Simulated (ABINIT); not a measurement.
# Rb2NaYF6 (Fm-3m): G0W0 with ABINIT, start to end

How does a plane-wave GW calculation on Rb2NaYF6 (Fm-3m) run from the first input to the gap?

Method: PBEsol and many-body steps on it, plane waves, in ABINIT 10.8.3.

The raw output is cut from this account; settings, times and results stay.

## (1) Set-up

It takes space group Fm-3m (No. 225, cubic). Conventional cell: a = 8.895 Å, b = 8.895 Å, c = 8.895 Å, α = 90.00°, β = 90.00°, γ = 90.00°. Nearest to Rb lie 12 F at 3.15 Å. Nearest to Na lie 6 F at 2.28 Å. Y has 6 F at 2.17 Å nearest. Nearest to F lie 1 Y at 2.17 Å and 1 Na at 2.28 Å and 4 Rb at 3.15 Å. Farther neighbours, and contacts between anions beyond the nearest, are not listed.

The cell and positions come from the Crystallography Open Database and are kept as given unless a step says otherwise.

## (2) Ground state

This step: ABINIT 10.8.3; DFT, PBEsol, plane waves, norm-conserving pseudopotentials.

The ground-state density comes first.

Contents of run.abi:

```
acell 3*1.0 Angstrom
rprim 
  -0.000000000000 4.447500000000 4.447500000000
  4.447500000000 -0.000000000000 4.447500000000
  4.447500000000 4.447500000000 -0.000000000000
ntypat 4
znucl 37 11 39 9
natom 10
typat 1 1 2 3 4 4 4 4 4 4
xred 
  0.250000000000 0.250000000000 0.250000000000
  0.750000000000 0.750000000000 0.750000000000
  0.500000000000 0.500000000000 0.500000000000
  0.000000000000 0.000000000000 0.000000000000
  0.756000000000 0.244000000000 0.244000000000
  0.244000000000 0.756000000000 0.244000000000
  0.244000000000 0.756000000000 0.756000000000
  0.756000000000 0.244000000000 0.756000000000
  0.244000000000 0.244000000000 0.756000000000
  0.756000000000 0.756000000000 0.244000000000
pp_dirpath "pseudos"
pseudos "Rb.upf, Na.upf, Y.upf, F.upf"
ecut 38
ngkpt 4 4 4
nshiftk 1
shiftk 0 0 0
kptopt 1
chksymbreak 0
nband 49
occopt 1
tolvrs 1e-08
nstep 60
prtwf 0
optforces 0
optstress 0
indata_prefix "in"
outdata_prefix "out"
tmpdata_prefix "tmp"
```

Started as:

```
$ OMP_NUM_THREADS=1 mpirun -n 4 abinit run.abi > log
```

Wall time 98 s (4 MPI ranks of Arm Neoverse V1, shared host); peak memory 0.79 GiB.

Numbers from this step:

| Quantity | Value |
| --- | --- |
| total energy | -7852.2007 eV |
| gap | 6.522 eV |
| k of the valence top | 0, 0, 0 |
| k of the conduction bottom | 0, 0, 0 |
| least direct gap | 6.522 eV |

The gap is direct, at Γ.

## (3) Bands along the symmetry lines

Levels along a band path, at the cheap level, show where the edges lie and whether the meshes to come will hold them.

run.abi, as its differences from that of step 2:

```diff
@@ -23,14 +23,40 @@
 ecut 38
-ngkpt 4 4 4
-nshiftk 1
-shiftk 0 0 0
-kptopt 1
-chksymbreak 0
-nband 49
-occopt 1
-tolvrs 1e-08
-nstep 60
+iscf -2
+irdden 1
+kptopt 0
+nkpt 26
+kpt 
+  0.00000000 0.00000000 0.00000000
+  0.12500000 0.00000000 0.12500000
+  0.25000000 0.00000000 0.25000000
+  0.37500000 0.00000000 0.37500000
+  0.50000000 0.00000000 0.50000000
+  0.53125000 0.06250000 0.53125000
+  0.56250000 0.12500000 0.56250000
+  0.59375000 0.18750000 0.59375000
+  0.62500000 0.25000000 0.62500000
+  0.37500000 0.37500000 0.75000000
+  0.28125000 0.28125000 0.56250000
+  0.18750000 0.18750000 0.37500000
+  0.09375000 0.09375000 0.18750000
+  0.00000000 0.00000000 0.00000000
+  0.12500000 0.12500000 0.12500000
+  0.25000000 0.25000000 0.25000000
+  0.37500000 0.37500000 0.37500000
+  0.50000000 0.50000000 0.50000000
+  0.50000000 0.43750000 0.56250000
+  0.50000000 0.37500000 0.62500000
+  0.50000000 0.31250000 0.68750000
+  0.50000000 0.25000000 0.75000000
+  0.50000000 0.18750000 0.68750000
+  0.50000000 0.12500000 0.62500000
+  0.50000000 0.06250000 0.56250000
+  0.50000000 0.00000000 0.50000000
+istwfk *1
+nband 47
+nbdbuf 2
+tolwfr 1e-08
+nstep 40
 prtwf 0
-optforces 0
-optstress 0
+prtvol 0
 indata_prefix "in"
```

Run time: 3.1 min. Hardware: 4 MPI ranks; peak memory 0.66 GiB; 12 min of CPU time.

Numbers from this step:

```
gap                        : 6.522 eV
k of the valence top       : 0, 0, 0
k of the conduction bottom : 0, 0, 0
least direct gap           : 6.522 eV
```

The gap is 6.522 eV, as in the run before at this level.

The electronic bands at the labelled points (eV, zero at the top of the highest filled band):

| point | band 37 | band 38 | band 39 | band 40 | band 41 | band 42 | band 43 | band 44 |
| --- | --- | --- | --- | --- | --- | --- | --- | --- |
| Γ | -0.17 | 0.00 | 0.00 | 0.00 | 6.52 | 8.32 | 8.32 | 8.32 |
| halfway | -0.26 | -0.13 | -0.13 | -0.01 | 7.35 | 8.38 | 8.40 | 8.40 |
| X | -0.41 | -0.24 | -0.24 | -0.01 | 8.42 | 8.51 | 8.51 | 8.61 |
| halfway | -0.34 | -0.29 | -0.25 | -0.03 | 8.43 | 8.49 | 8.50 | 8.73 |
| U | -0.29 | -0.27 | -0.25 | -0.07 | 8.42 | 8.49 | 8.49 | 8.99 |
| jump to K | -0.29 | -0.27 | -0.25 | -0.07 | 8.42 | 8.49 | 8.49 | 8.99 |
| halfway | -0.22 | -0.15 | -0.09 | -0.07 | 7.45 | 8.39 | 8.40 | 8.41 |
| Γ | -0.17 | 0.00 | 0.00 | 0.00 | 6.52 | 8.32 | 8.32 | 8.32 |
| halfway | -0.21 | -0.08 | -0.08 | -0.06 | 7.17 | 8.37 | 8.37 | 8.38 |
| L | -0.24 | -0.21 | -0.21 | -0.15 | 8.41 | 8.41 | 8.41 | 8.54 |
| halfway | -0.30 | -0.24 | -0.16 | -0.15 | 8.40 | 8.44 | 8.47 | 8.81 |
| W | -0.36 | -0.36 | -0.14 | -0.14 | 8.45 | 8.45 | 8.51 | 9.36 |
| halfway | -0.30 | -0.28 | -0.27 | -0.04 | 8.43 | 8.48 | 8.51 | 8.83 |
| X | -0.41 | -0.24 | -0.24 | -0.01 | 8.42 | 8.51 | 8.51 | 8.61 |

## (4) Empty states on the mesh, 2×2×2 mesh, 278 bands

The sums over transitions need many empty states on a uniform mesh; this step solves for them.

Contents of run.abi:

```
acell 3*1.0 Angstrom
rprim 
  -0.000000000000 4.447500000000 4.447500000000
  4.447500000000 -0.000000000000 4.447500000000
  4.447500000000 4.447500000000 -0.000000000000
ntypat 4
znucl 37 11 39 9
natom 10
typat 1 1 2 3 4 4 4 4 4 4
xred 
  0.250000000000 0.250000000000 0.250000000000
  0.750000000000 0.750000000000 0.750000000000
  0.500000000000 0.500000000000 0.500000000000
  0.000000000000 0.000000000000 0.000000000000
  0.756000000000 0.244000000000 0.244000000000
  0.244000000000 0.756000000000 0.244000000000
  0.244000000000 0.756000000000 0.756000000000
  0.756000000000 0.244000000000 0.756000000000
  0.244000000000 0.244000000000 0.756000000000
  0.756000000000 0.756000000000 0.244000000000
pp_dirpath "pseudos"
pseudos "Rb.upf, Na.upf, Y.upf, F.upf"
ecut 38
ngkpt 2 2 2
nshiftk 1
shiftk 0 0 0
kptopt 1
chksymbreak 0
iscf -2
irdden 1
istwfk *1
nband 278
nbdbuf 24
tolwfr 1e-09
nstep 60
prtvol 0
indata_prefix "in"
outdata_prefix "out"
tmpdata_prefix "tmp"
```

Started as:

```
$ OMP_NUM_THREADS=1 mpirun -n 3 abinit run.abi > log
```

Run time: 4.5 min. Hardware: 3 MPI ranks; peak memory 0.53 GiB.

This step gave:

```yaml
gap: 6.522 eV
k_of_the_valence_top: 0, 0, 0
k_of_the_conduction_bottom: 0, 0, 0
least_direct_gap: 6.522 eV
k_points_computed: 3
lowest_point_of_the_top_converged_band_above_the_valence_top: 63.9593 eV
```

On this mesh the gap is 6.522 eV.

## (5) Screening, 2×2×2 mesh, 254 bands, screening to 130.6 eV

The RPA dielectric matrix is built and inverted for each q.

This step: RPA screening on PBEsol, plane waves, norm-conserving pseudopotentials.

run.abi, as its differences from that of step 4:

```diff
@@ -28,10 +28,11 @@
 chksymbreak 0
-iscf -2
-irdden 1
 istwfk *1
-nband 278
-nbdbuf 24
-tolwfr 1e-09
-nstep 60
-prtvol 0
+occopt 1
+irdwfk 1
+optdriver 3
+nband 254
+ecuteps 4.8
+inclvkb 2
+awtr 1
+symchi 1
 indata_prefix "in"
```

Started as:

```
$ OMP_NUM_THREADS=1 mpirun -n 4 abinit run.abi > log
```

Elapsed: 2.5 min, on 4 MPI ranks; peak memory 2.9 GiB.

Read from the output:

| Property | Result |
| --- | --- |
| ε∞ with local fields, on this mesh | 2.052 |
| ε∞ without local fields, on this mesh | 2.274 |
| plasma frequency | 25.04 eV |
| plane waves in the screening matrix | 609 |

Local fields lower ε∞ by 10 %. On a Γ-centred mesh this coarse the value itself is usually too large, while a short band sum pulls it down.

## (6) Self-energy, 2×2×2 mesh, 254 bands, screening to 130.6 eV

The self-energy is evaluated for the states that the input lists, and the quasiparticle equation is solved.

This step: G0W0 on PBEsol, plane waves, norm-conserving pseudopotentials.

run.abi, as its differences from that of step 5:

```diff
@@ -31,8 +31,15 @@
 irdwfk 1
-optdriver 3
+optdriver 4
 nband 254
+gwcalctyp 0
+ecutsigx 38
+symsigma 1
+nkptgw 1
+kptgw 
+  0.0000000000 0.0000000000 0.0000000000
+bdgw 
+  38 44
 ecuteps 4.8
-inclvkb 2
-awtr 1
-symchi 1
+irdscr 1
+ppmodel 1
 indata_prefix "in"
```

The job ended after 31 s (4 MPI ranks; peak memory 2.4 GiB).

Numbers from this step:

| Item | Value |
| --- | --- |
| G0W0 gap on the mesh | 9.824 eV |
| starting gap on the mesh | 6.522 eV |
| k of the valence top | 0, 0, 0 |
| k of the conduction bottom | 0, 0, 0 |
| Z at the valence top | 0.806 |
| Z at the conduction bottom | 0.897 |
| least direct G0W0 gap on the computed points | 9.824 eV |

The gap on the mesh goes from 6.52 eV to 9.82 eV, a correction of +3.30 eV.

Limits: finite bands, cutoff and mesh; no spin-orbit coupling; coarse k mesh. v1 is the top filled band, c1 the lowest empty one. The levels before and after the correction (eV, zero at the valence-band top of each column):

|  | conduction bottom | valence top |
| --- | --- | --- |
| Kohn-Sham | 6.52 | 0.00 |
| G0W0 | 9.82 | 0.00 |

|  | level | energy (eV) |
| --- | --- | --- |
| Kohn-Sham | Γ v3-v1 | 0.000 |
| Kohn-Sham | Γ c1 | 6.522 |
| Kohn-Sham | Γ c2-c4 | 8.324 |
| G0W0 | Γ v3-v1 | 0.000 |
| G0W0 | Γ c1 | 9.824 |
| G0W0 | Γ c2-c4 | 12.801 |

## (7) Where the time went

Times are wall times on the hardware named with each run, good to a factor of about two.

| step | time | share | memory (GiB) |
| --- | --- | --- | --- |
| ground state | 98 s | 13 % | 0.79 |
| bands along the symmetry lines | 3.1 min | 25 % | 0.66 |
| empty states on the mesh | 4.5 min | 37 % | 0.53 |
| screening | 2.5 min | 21 % | 2.9 |
| self-energy | 31 s | 4 % | 2.4 |

## (8) Summary of results

* PBEsol gap: 6.52 eV, direct
* G0W0 gap on the mesh: 9.82 eV
* GW settings: 2×2×2 mesh, 254 bands, screening to 130.6 eV, Godby-Needs plasmon pole
* known limits: short of the basis limit; no spin-orbit coupling; coarse k mesh

What this shows: G0W0 moves the gap on the mesh from 6.52 eV to 9.82 eV (+3.30 eV), with Z of 0.81 and 0.90 at the edges. Local fields lower the RPA ε∞ on this mesh from 2.27 to 2.05; a Γ-centred mesh this coarse tends to raise both, most where the direct gap is narrow, while a short band sum lowers them. Bands and cutoff are finite, so the gap stands short of the basis limit, usually by up to a few tenths of an eV; the mesh is an error of its own. The 2×2×2 mesh is coarse for this cell, which bears on the long-range parts of exchange and screening. The many-body steps are scalar-relativistic: spin-orbit coupling is not in them.

[Long decimals in the printed logs are rounded to 6 places.]

[Logs are printed without paths, hosts, clocks, repeated set-up lines and the standing remarks that a program may print on its own settings, such as how far it seeks lower states.]

[Paths, hosts, dates, memory and timing lines, banners, echoed tables and standing remarks are left out of the program output; an Ansatz launch command may be rebuilt from the run's recorded settings. Measured values are a selection of at most five: reports struck by readers or far from the other reports are left out. None is set beside runs whose start may be inverted or whose files or cutoffs have a known fault.]

[Runs of the session that timed out or met a known fault of the program may be left out.]

[Hosts, paths, dates, database ids (printed as entryN), source tags and the programs' standing remarks are cut or masked in the printed files.]

[G0W0 gaps are taken among the corrected bands and points alone; a level outside them can change the order at an edge.]

[Where Ansatz stands beside ABINIT at settings called matched, ABINIT's density can come from a denser mesh and the files from another edition; pairs whose starting gaps differed by over 0.03 eV were left out, so agreement reads better than it is.]
